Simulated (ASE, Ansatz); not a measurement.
# What went wrong? twisted Zr2CO2 MXene alternating trilayer, 21.79° (105 atoms)

Program: Ansatz 0.2.0. The cell: 21 C, 42 Zr and 42 O.

The input, input.yaml:

```yaml
crystal:
  lattice:
    - [8.7574, 0.0, 0.0]
    - [-4.3787, 7.58413, 0.0]
    - [0.0, 0.0, 33.59]
  atoms:
    - { symbol: C, position: [0.00117, 0.99959, 0.27693] }
    - { symbol: Zr, position: [0.18931, 0.23495, 0.31742] }
    - { symbol: Zr, position: [0.23899, 0.04763, 0.23614] }
    - { symbol: O, position: [0.23534, 0.04626, 0.34512] }
    - { symbol: O, position: [0.19164, 0.23946, 0.20827] }
    - { symbol: C, position: [0.14191, 0.42865, 0.27656] }
    - { symbol: Zr, position: [0.33056, 0.66509, 0.31756] }
    - { symbol: Zr, position: [0.3848, 0.47831, 0.23641] }
    - { symbol: O, position: [0.38171, 0.47669, 0.34586] }
    - { symbol: O, position: [0.3351, 0.66748, 0.20853] }
    - { symbol: C, position: [0.28465, 0.85668, 0.2773] }
    - { symbol: Zr, position: [0.47713, 0.09535, 0.31756] }
    - { symbol: Zr, position: [0.52356, 0.90388, 0.23632] }
    - { symbol: O, position: [0.52396, 0.9049, 0.34558] }
    - { symbol: O, position: [0.47549, 0.09895, 0.20831] }
    - { symbol: C, position: [0.43046, 0.28536, 0.27719] }
    - { symbol: Zr, position: [0.61799, 0.52295, 0.31729] }
    - { symbol: Zr, position: [0.66688, 0.33201, 0.23612] }
    [... 81 atom lines left out ...]
    - { symbol: O, position: [0.90634, 0.38054, 0.65502] }
    - { symbol: C, position: [0.85932, 0.57056, 0.72256] }
    - { symbol: Zr, position: [0.04897, 0.81131, 0.764] }
    - { symbol: Zr, position: [0.0964, 0.61956, 0.6821] }
    - { symbol: O, position: [0.09735, 0.62024, 0.79198] }
    - { symbol: O, position: [0.05034, 0.81223, 0.65459] }
kpoints:
  mp_grid: { grid: [1, 1, 1] }
hamiltonian:
  xc: pbe
  dispersion: d3bj
scf:
  occupations: { method: fixed }
  max_iter: 3
output:
  forces: true
```

Command:

```console
ansatz run input.yaml --threads 4 --pin off --max-ram 8192MiB --backend cpu --events-out ev --progress --plain --runs-dir out
```

Numbers of over 12 decimals in the logs are rounded to 6 here.

Log:

```text
Engine: ansatz 0.2.0, aarch64-unknown-linux-gnu
Pseudopotentials: kind: paw
Pseudopotential: C, paw, valence charge 4, recommended cutoff 420 eV (normal), C.paw.azcp
Pseudopotential: Zr, paw, valence charge 12, recommended cutoff 420 eV (normal), Zr.paw.azcp
Pseudopotential: O, paw, valence charge 6, recommended cutoff 420 eV (normal), O.paw.azcp
[... 5 lines on functional and potentials left out ...]
Crystal: 105 atoms, lattice volume = 2230.956 Å³
Basis set: ecut = 420 eV, 43643 PW (Γ), exchange–correlation on 120×120×450 points (8 copies of the dense FFT grid, shifted against one another)
Bands: 525, of which v1, the nominal top of the filled ones, is band 420 counted from 1 (419 counted from 0)
Symmetry: 1 space group operations
Space group: P1 (ITA 1), of the structure as read, at distance tolerance 1.3e-4 Å
k-points: 1
[... 7 lines on functional and potentials left out ...]
Initial density: superposition of atomic densities (neutral atoms: chi_scale 0, normalization atom), corrected by the library's trained network
Initial wavefunctions: pseudopotential atomic-orbital guess
Functional: x = pbe(κ = 0.804, μ = 0.219515), c = pbe(β = 0.066725)
SCF iter   1: F=—  HF=-204977.565209 eV  |F-HF|=—  |Δ(HF+E_count)|=         —  Δρ=5.17e-3  dr2=8.28e-1  ethr=1.77e-3  ⟨swp⟩=3.0  Hψ=2669  notcnv=0
preconditioner: auto → Resta (q_TF=auto, 2.318 Å⁻¹)  ε∞=2.7  [insulator: Δε(μ)=1.661 eV  Ē_g=16.347 eV  n_scr=486 (ndim 8)  ℏωp=21.6 eV  f_vac=0.375  ε∞_Penn≈2.7  vacuum switching on, ρ_ref=1.9e-2 e/Å³]
SCF iter   2: F=—  HF=-204977.434672 eV  |F-HF|=—  |Δ(HF+E_count)|=   1.31e-1  Δρ=2.27e-3  dr2=1.61e-1  ethr=9.85e-5  ⟨swp⟩=2.0  Hψ=1191  notcnv=0
SCF iter   3: F=—  HF=-204977.419924 eV  |F-HF|=—  |Δ(HF+E_count)|=   1.47e-2  Δρ=1.26e-3  dr2=4.06e-2  ethr=1.91e-5  ⟨swp⟩=1.0  Hψ=1196  notcnv=0
Error: did not converge after 3 iterations: dr2 = 4.06e-2 (threshold 1.00e-7), under the density mixer `msr1`, which `scf.mixing.algorithm: auto` chose by the deck's other keys (type `scf.mixing.algorithm: msr1` to keep it); at k-index 0, counted from 0 in this SCF's own list of k-points, [...]
```

It took 19 s on 4 threads of Arm Neoverse V2, shared host; peak memory 3 GiB; 74 s of CPU time.

Reading the cycles: dr2 is the Hartree energy of the density residual (eV), the measure of convergence; HF is the Harris–Foulkes estimate of the energy, which meets the free energy F at convergence.

What is at fault here, and what would mend it?

Too few SCF iterations: scf.max_iter = 3.

The fix is to allow more cycles.

The run ended unconverged.

[Logs are printed without paths, hosts, clocks, repeated set-up lines and the standing remarks that a program may print on its own settings, such as how far it seeks lower states.]

[Hosts, paths, dates, database ids (printed as entryN), source tags and the programs' standing remarks are cut or masked in the printed files.]
